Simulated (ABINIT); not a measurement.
# SnSe2 (Fm-3m): phonons by linear response, part 3 of 4

How does SnSe2 (Fm-3m) vibrate, and is this structure a minimum?

ABINIT 10.8.3; DFT LDA, scalar-relativistic, plane waves, HGH norm-conserving pseudopotentials.

So far. Step 7 (Linear response at Γ): The acoustic modes at Γ come out as far as 3.3 cm⁻¹ from zero, where they should vanish, a small numerical error. Step 8 (Zone-centre analysis): The rule moves no optical mode by more than 0.1 cm⁻¹. The relaxed cell has a = 6.696 Å (conventional setting).

The structure was built from a prototype and need not be the compound's stable phase.

### Step 9. Phonons on a q mesh

Linear response treats each wavevector in the unit cell, with no supercell; the 2×2×2 mesh fixes the range of the force constants to be had.

dfpt_q.abi reads:

```
ndtset 2

# wavevectors
qpt1 0.5 0.0 0.0
qpt2 0.5 0.5 0.0

# displacements
getwfk_filepath "gso_WFK"
getwfq_filepath "gso_WFK"
kptopt 3
nqpt 1
rfphon 1
rfatpol 1 3
rfdir 1 1 1
tolvrs 1.0d-10
prtwf 0

# basis, mesh and filling
ecut 20.0
ixc 7
ngkpt 8 8 8
nshiftk 1
shiftk 0.0 0.0 0.0
istwfk *1
occopt 6
tsmear 0.01
nband 14
nstep 100
diemac 1000000.0
prtebands 0
prtgsr 0
useylm 1

# cell and atoms
acell 3*1.0 Angstrom
rprim 
    0.0 3.348000843 3.348000843
    3.348000843 0.0 3.348000843
    3.348000843 3.348000843 0.0
ntypat 2
znucl 50 34
natom 3
typat 1 2 2
xred 
    0.0 0.0 0.0
    0.25 0.25 0.25
    0.75 0.75 0.75
pp_dirpath "./pseudo"
pseudos "Sn.hgh, Se.hgh"
```

The run is started by

```sh
> OMP_NUM_THREADS=1 mpirun -n 2 abinit dfpt_q.abi > dfpt_q.log
```

Numbers of over 12 decimals in the logs are rounded to 6 here.

dfpt_q.abo, the main output file:

```text
[banners, grids, parts of the stress and lines that vanish by symmetry left out]
- input  file    -> dfpt_q.abi
- output file    -> dfpt_q.abo
- root for input  files -> dfpt_qi
[...]
DATASET    1 : space group Fm -3 m (#225); Bravais cF (face-center cubic)
[...]
nfft =       64000          nkpt =         512
[...]
DATASET    2 : space group Fm -3 m (#225); Bravais cF (face-center cubic)
[...]
nfft =       64000          nkpt =         512
[...]
== DATASET  1 ==================================================================
[...]
cutoff_energies: {ecut:  20.0, pawecutdg:  -1.0, }
[...]
Exchange-correlation functional for the present dataset will be:
  LDA: Perdew-Wang 92 LSD fit to Ceperley-Alder data - ixc=7
[...]
Perturbation : displacement of atom   1   along direction   1
[...]
-ETOT  1   997.76906927915      8.887E+02 2.140E+00 8.434E+06
 ETOT  2   656.82437012570     -3.409E+02 5.924E-01 3.723E+06
 ETOT  3   30.228085648069     -6.266E+02 8.462E-02 2.208E+05
 ETOT  4   2.799771     -2.743E+01 4.092E-03 6.080E+03
 ETOT  5   2.261516     -5.383E-01 4.681E-03 5.369E+01
[...]
At SCF step   15       vres2   =  1.92E-11 < tolvrs=  1.00E-10 =>converged.
[...]
Perturbation : displacement of atom   1   along direction   2
[...]
-ETOT  1   23.254749761894     -6.749E+01 7.212E-01 7.494E+04
[...]
At SCF step   10       vres2   =  9.69E-11 < tolvrs=  1.00E-10 =>converged.
[...]
Perturbation : displacement of atom   2   along direction   1
[...]
-ETOT  1   3283.8535122204      2.780E+03 1.864E+00 2.902E+07
[...]
At SCF step   18       vres2   =  5.54E-12 < tolvrs=  1.00E-10 =>converged.
[...]
Perturbation : displacement of atom   2   along direction   2
[...]
-ETOT  1   181.49699520229     -2.809E+02 5.986E-01 5.556E+05
[...]
At SCF step   13       vres2   =  1.46E-11 < tolvrs=  1.00E-10 =>converged.
[...]
Phonon wavevector (reduced coordinates) :  0.50000  0.00000  0.00000
 Phonon energies in Hartree :
[...]
Phonon frequencies in cm-1    :
- -7.551540E+01 -5.286917E+01 -5.286917E+01 -4.343237E+01  6.726737E+01
-  6.726737E+01  8.824243E+01  8.824243E+01  9.229826E+01
[...]
== DATASET  2 ==================================================================
[...]
cutoff_energies: {ecut:  20.0, pawecutdg:  -1.0, }
[...]
Exchange-correlation functional for the present dataset will be:
  LDA: Perdew-Wang 92 LSD fit to Ceperley-Alder data - ixc=7
[...]
Perturbation : displacement of atom   1   along direction   1
[...]
-ETOT  1   898.06353278674      7.954E+02 6.563E-01 5.707E+06
[...]
At SCF step   13       vres2   =  3.68E-11 < tolvrs=  1.00E-10 =>converged.
[...]
Perturbation : displacement of atom   2   along direction   1
[...]
-ETOT  1   764.39461766286      2.753E+02 1.175E+00 5.061E+06
[...]
ETOT 13 -0.884147     -8.811E-12 1.369E-12 1.557E-09
 ETOT 14 -0.884147      2.899E-12 7.104E-13 8.527E-11
 At SCF step   14       vres2   =  8.53E-11 < tolvrs=  1.00E-10 =>converged.
[...]
Phonon wavevector (reduced coordinates) :  0.50000  0.50000  0.00000
 Phonon energies in Hartree :
[...]
Phonon frequencies in cm-1    :
- -1.573604E+02 -4.413899E+01 -4.413899E+01 -3.703322E+01 -3.703322E+01
-  7.977720E+01  8.043184E+01  9.973875E+01  9.973875E+01
[...]
strten1     0.0000000000E+00  0.0000000000E+00  0.0000000000E+00
           strten2     0.0000000000E+00  0.0000000000E+00  0.0000000000E+00
================================================================================
```

The job ended after 31 min (2 MPI ranks of Arm Neoverse V1, shared host).

Numbers from this step:

```yaml
lowest_mode_on_the_q_mesh_acoustic_ones_at_the_zone_centre_apart: -157.4 cm⁻¹
```

Frequencies (cm⁻¹) before the sum rule at the irreducible wavevectors but Γ, which is solved apart; negative means imaginary. Frequencies by wavevector:

```
q (fractions)  star  mode 1  mode 2  mode 3  mode 4  mode 5  mode 6  mode 7  mode 8  mode 9
      0.5 0 0     4  -75.52  -52.87  -52.87  -43.43   67.27   67.27   88.24   88.24    92.3
    0.5 0.5 0     3  -157.4  -44.14  -44.14  -37.03  -37.03   79.78   80.43   99.74   99.74
```

### Step 10. Dispersion

anaddb transforms the dynamical matrices to force constants and back along the path; points of the mesh come back as solved, but for the sum rule and, in polar crystals, the LO-TO term at Γ; the rest is interpolation.

anaddb.abi reads:

```
ddb_filepath "all_DDB"
output_file "anaddb.abo"
outdata_prefix "anaddb"
ifcflag 1
ngqpt 2 2 2
nqshft 1
q1shft 0.0 0.0 0.0
asr 1
chneut 0
dipdip 0
dipquad 0
quadquad 0
enunit 0
eivec 0
nph1l 62
qph1l 
    0.0 0.0 0.0 1.0
    0.05 0.0 0.05 1.0
    0.1 0.0 0.1 1.0
    0.15 0.0 0.15 1.0
    0.2 0.0 0.2 1.0
    0.25 0.0 0.25 1.0
    0.3 0.0 0.3 1.0
    0.35 0.0 0.35 1.0
    0.4 0.0 0.4 1.0
    0.45 0.0 0.45 1.0
    0.5 0.0 0.5 1.0
    0.5125 0.025 0.5125 1.0
    0.525 0.05 0.525 1.0
    0.5375 0.075 0.5375 1.0
    0.55 0.1 0.55 1.0
    0.5625 0.125 0.5625 1.0
    0.575 0.15 0.575 1.0
    0.5875 0.175 0.5875 1.0
    0.6 0.2 0.6 1.0
    0.6125 0.225 0.6125 1.0
    0.625 0.25 0.625 1.0
    0.375 0.375 0.75 1.0
    0.3375 0.3375 0.675 1.0
    0.3 0.3 0.6 1.0
    0.2625 0.2625 0.525 1.0
    0.225 0.225 0.45 1.0
    0.1875 0.1875 0.375 1.0
    0.15 0.15 0.3 1.0
    0.1125 0.1125 0.225 1.0
    0.075 0.075 0.15 1.0
    0.0375 0.0375 0.075 1.0
    0.0 0.0 0.0 1.0
    0.05 0.05 0.05 1.0
    0.1 0.1 0.1 1.0
    0.15 0.15 0.15 1.0
    0.2 0.2 0.2 1.0
    0.25 0.25 0.25 1.0
    0.3 0.3 0.3 1.0
    0.35 0.35 0.35 1.0
    0.4 0.4 0.4 1.0
    0.45 0.45 0.45 1.0
    0.5 0.5 0.5 1.0
    0.5 0.475 0.525 1.0
    0.5 0.45 0.55 1.0
    0.5 0.425 0.575 1.0
    0.5 0.4 0.6 1.0
    0.5 0.375 0.625 1.0
    0.5 0.35 0.65 1.0
    0.5 0.325 0.675 1.0
    0.5 0.3 0.7 1.0
    0.5 0.275 0.725 1.0
    0.5 0.25 0.75 1.0
    0.5 0.225 0.725 1.0
    0.5 0.2 0.7 1.0
    0.5 0.175 0.675 1.0
    0.5 0.15 0.65 1.0
    0.5 0.125 0.625 1.0
    0.5 0.1 0.6 1.0
    0.5 0.075 0.575 1.0
    0.5 0.05 0.55 1.0
    0.5 0.025 0.525 1.0
    0.5 0.0 0.5 1.0
```

mrgddb.in reads:

```
all_DDB
merged
3
dfpt_gammao_DDB
dfpt_qo_DS1_DDB
dfpt_qo_DS2_DDB
```

The run is started by

```sh
> mrgddb < mrgddb.in > mrgddb.log
> OMP_NUM_THREADS=1 anaddb anaddb.abi > anaddb.log
```

anaddb.abo, the main output file:

```text
[banners, grids, parts of the stress and lines that vanish by symmetry left out]
-outvars_anaddb: echo values of input variables ----------------------

 Flags :
[...]
Phonon wavevector (reduced coordinates) :  0.00000  0.00000  0.00000
 Phonon energies in Hartree :
[...]
Phonon frequencies in cm-1    :
-  0.000000E+00  0.000000E+00  0.000000E+00  9.053441E+01  9.053441E+01
-  9.053441E+01  9.929703E+01  9.929703E+01  9.929703E+01
[...]
Phonon wavevector (reduced coordinates) :  0.05000  0.00000  0.05000
 Phonon energies in Hartree :
[...]
Phonon frequencies in cm-1    :
- -1.070236E+01 -1.070236E+01  1.093354E+01  8.956553E+01  8.956553E+01
-  9.073170E+01  9.501116E+01  9.962718E+01  9.962718E+01
[...]
Phonon wavevector (reduced coordinates) :  0.10000  0.00000  0.10000
 Phonon energies in Hartree :
[...]
Phonon frequencies in cm-1    :
- -2.093303E+01 -2.093303E+01  2.157677E+01  8.127758E+01  8.680527E+01
-  8.680527E+01  9.124103E+01  1.003572E+02  1.003572E+02
[...]
Phonon wavevector (reduced coordinates) :  0.15000  0.00000  0.15000
 Phonon energies in Hartree :
[...]
Phonon frequencies in cm-1    :
- -3.027389E+01 -3.027389E+01  3.167480E+01  5.312759E+01  8.235740E+01
-  8.235740E+01  9.184164E+01  1.010899E+02  1.010899E+02
[...]
Phonon wavevector (reduced coordinates) :  0.20000  0.00000  0.20000
 Phonon energies in Hartree :
[...]
Phonon frequencies in cm-1    :
- -4.434849E+01 -3.837105E+01 -3.837105E+01  4.103695E+01  7.610620E+01
-  7.610620E+01  9.224185E+01  1.015735E+02  1.015735E+02
  Phonon wavevector (reduced coordinates) :  0.25000  0.00000  0.25000
 Phonon energies in Hartree :
[...]
Phonon frequencies in cm-1    :
- -8.546495E+01 -4.490827E+01 -4.490827E+01  4.955315E+01  6.781357E+01
-  6.781357E+01  9.215694E+01  1.016887E+02  1.016887E+02
  Phonon wavevector (reduced coordinates) :  0.30000  0.00000  0.30000
 Phonon energies in Hartree :
[...]
Phonon frequencies in cm-1    :
- -1.125684E+02 -4.957353E+01 -4.957353E+01  5.711543E+01  5.711543E+01
-  5.719443E+01  9.136988E+01  1.014342E+02  1.014342E+02
  Phonon wavevector (reduced coordinates) :  0.35000  0.00000  0.35000
 Phonon energies in Hartree :
[...]
Phonon frequencies in cm-1    :
- -1.324361E+02 -5.203508E+01 -5.203508E+01  4.322869E+01  4.322869E+01
-  6.399639E+01  8.976126E+01  1.009172E+02  1.009172E+02
  Phonon wavevector (reduced coordinates) :  0.40000  0.00000  0.40000
 Phonon energies in Hartree :
[...]
Phonon frequencies in cm-1    :
- -1.463545E+02 -5.192473E+01 -5.192473E+01  2.287606E+01  2.287606E+01
-  7.002865E+01  8.730739E+01  1.003221E+02  1.003221E+02
  Phonon wavevector (reduced coordinates) :  0.45000  0.00000  0.45000
 Phonon energies in Hartree :
[...]
Phonon frequencies in cm-1    :
- -1.546578E+02 -4.885543E+01 -4.885543E+01 -2.562984E+01 -2.562984E+01
-  7.535558E+01  8.405581E+01  9.985562E+01  9.985562E+01
  Phonon wavevector (reduced coordinates) :  0.50000  0.00000  0.50000
 Phonon energies in Hartree :
[...]
Phonon frequencies in cm-1    :
- -1.574222E+02 -4.435880E+01 -4.435880E+01 -3.713218E+01 -3.713218E+01
-  7.965519E+01  8.043391E+01  9.967968E+01  9.967968E+01
  Phonon wavevector (reduced coordinates) :  0.51250  0.02500  0.51250
 Phonon energies in Hartree :
[...]
Phonon frequencies in cm-1    :
- -1.571961E+02 -4.485028E+01 -4.446403E+01 -3.708120E+01 -3.693794E+01
-  7.949531E+01  8.045867E+01  9.968988E+01  9.970776E+01
  Phonon wavevector (reduced coordinates) :  0.52500  0.05000  0.52500
 Phonon energies in Hartree :
[...]
Phonon frequencies in cm-1    :
- -1.565194E+02 -4.627090E+01 -4.477193E+01 -3.692849E+01 -3.635197E+01
-  7.901795E+01  8.052841E+01  9.971994E+01  9.979083E+01
  Phonon wavevector (reduced coordinates) :  0.53750  0.07500  0.53750
 Phonon energies in Hartree :
[...]
Phonon frequencies in cm-1    :
- -1.553960E+02 -4.847686E+01 -4.525975E+01 -3.667469E+01 -3.536388E+01
-  7.822966E+01  8.063072E+01  9.976827E+01  9.992562E+01
[...]
Phonon wavevector (reduced coordinates) :  0.50000  0.47500  0.52500
 Phonon energies in Hartree :
[...]
Phonon frequencies in cm-1    :
- -7.848086E+01 -5.324885E+01 -4.914431E+01 -4.560907E+01  6.464606E+01
-  6.499702E+01  8.911077E+01  8.915735E+01  9.290740E+01
  Phonon wavevector (reduced coordinates) :  0.50000  0.45000  0.55000
 Phonon energies in Hartree :
[...]
Phonon frequencies in cm-1    :
- -8.440526E+01 -5.637537E+01 -4.843049E+01 -3.984745E+01  5.902829E+01
-  5.960966E+01  8.989731E+01  9.094507E+01  9.531568E+01
  Phonon wavevector (reduced coordinates) :  0.50000  0.42500  0.57500
 Phonon energies in Hartree :
[...]
Phonon frequencies in cm-1    :
- -9.107325E+01 -6.467462E+01 -4.805678E+01 -2.567028E+01  5.246071E+01
-  5.246626E+01  8.978793E+01  9.255957E+01  9.843106E+01
  Phonon wavevector (reduced coordinates) :  0.50000  0.40000  0.60000
 Phonon energies in Hartree :
[...]
Phonon frequencies in cm-1    :
- -9.773988E+01 -7.458776E+01 -4.633381E+01  1.443642E+01  4.512719E+01
-  4.574959E+01  8.939891E+01  9.346349E+01  1.011340E+02
  Phonon wavevector (reduced coordinates) :  0.50000  0.37500  0.62500
 Phonon energies in Hartree :
[...]
Phonon frequencies in cm-1    :
- -1.040530E+02 -8.419361E+01 -4.400098E+01  2.436652E+01  3.888665E+01
-  4.322646E+01  8.893542E+01  9.354448E+01  1.031799E+02
  Phonon wavevector (reduced coordinates) :  0.50000  0.35000  0.65000
 Phonon energies in Hartree :
[...]
Phonon frequencies in cm-1    :
- -1.097173E+02 -9.264055E+01 -4.124209E+01  1.583810E+01  3.152286E+01
-  5.009161E+01  8.849305E+01  9.285611E+01  1.046020E+02
[...]
Phonon wavevector (reduced coordinates) :  0.50000  0.02500  0.52500
 Phonon energies in Hartree :
[...]
Phonon frequencies in cm-1    :
- -1.569703E+02 -4.584888E+01 -4.404591E+01 -3.689934E+01 -3.687666E+01
-  7.934036E+01  8.048450E+01  9.952223E+01  9.990924E+01
  Phonon wavevector (reduced coordinates) :  0.50000  0.00000  0.50000
 Phonon energies in Hartree :
[...]
Phonon frequencies in cm-1    :
- -1.574222E+02 -4.435880E+01 -4.435880E+01 -3.713218E+01 -3.713218E+01
-  7.965519E+01  8.043391E+01  9.967968E+01  9.967968E+01
-
```

It took 0.51 s on 1 thread.

This step gave:

```
lowest frequency on the path : -157.4 cm⁻¹
```

Anaddb. The phonon branches at the labelled points (cm⁻¹):

```
    point  branch 1  branch 2  branch 3  branch 4  branch 5  branch 6  branch 7  branch 8  branch 9
        Γ         0         0         0        90        90        90        99        99        99
  halfway       -86       -45       -45        50        68        68        92       102       102
        X      -157       -44       -44       -37       -37        80        80       100       100
  halfway      -152       -54       -47       -36       -32        76        81       100       100
        U      -136       -71       -50       -32       -10        65        81       100       102
jump to K      -136       -71       -50       -32       -10        65        81       100       102
  halfway       -72       -10        14        26        49        68        83        96       104
        Γ         0         0         0        90        90        90        99        99        99
  halfway       -44       -30       -30        57        80        80        91        91        91
        L       -76       -53       -53       -44        67        67        88        88        92
  halfway      -104       -84       -44        24        39        43        89        94       103
        W      -121      -109       -27       -27       -22        68        88        88       106
  halfway      -146       -72       -37       -32       -31        74        82        96       104
        X      -157       -44       -44       -37       -37        80        80       100       100
```

The phonon branches as a text plot (rows in cm⁻¹):

```
    101 |*********************************          *************
     90 |***********             *****************************
     79 |  ****     *****************     ****              *****
     68 |      * ***    ***     ****       *  *****      *****
     57 |   *   *          * *** *          *      **   *
     46 |    *** *          *   *            *       ***
     35 |   *               ***                       **
     24 |  *      **       *   **                     * *
     13 | *                     *             *      * *
      2 |*                       *******
     -9 | *               *     * ****  **              *
    -20 |  *             *  ****    *     **             ***
    -31 |   *       * ****** **            **  *    *    *******
    -42 |    ***     ***    *  *  **        *** **** ****     ***
    -53 |       *****  *****     *           * ******          *
    -64 |               **   **               *     *         *
    -75 |                 ***   *              ****  *       *
    -86 |      *               *                   ** *     *
    -97 |                    **                      * **
   -108 |       *           *                         ** ***
   -119 |                  *                            ***
   -130 |        *                                         *
   -141 |         **     **                                 **
   -152 |           *****                                     ***
         Γ           X  U|K            Γ         L        W     X
```

The path dips to 157i cm⁻¹.

[end of part 3 of 4]

[Host names and launcher messages were left out of these logs when they were recorded.]

[Logs are printed without paths, hosts, clocks, repeated set-up lines and the standing remarks that a program may print on its own settings, such as how far it seeks lower states.]

[Hosts, paths, dates, database ids (printed as entryN), source tags and the programs' standing remarks are cut or masked in the printed files.]
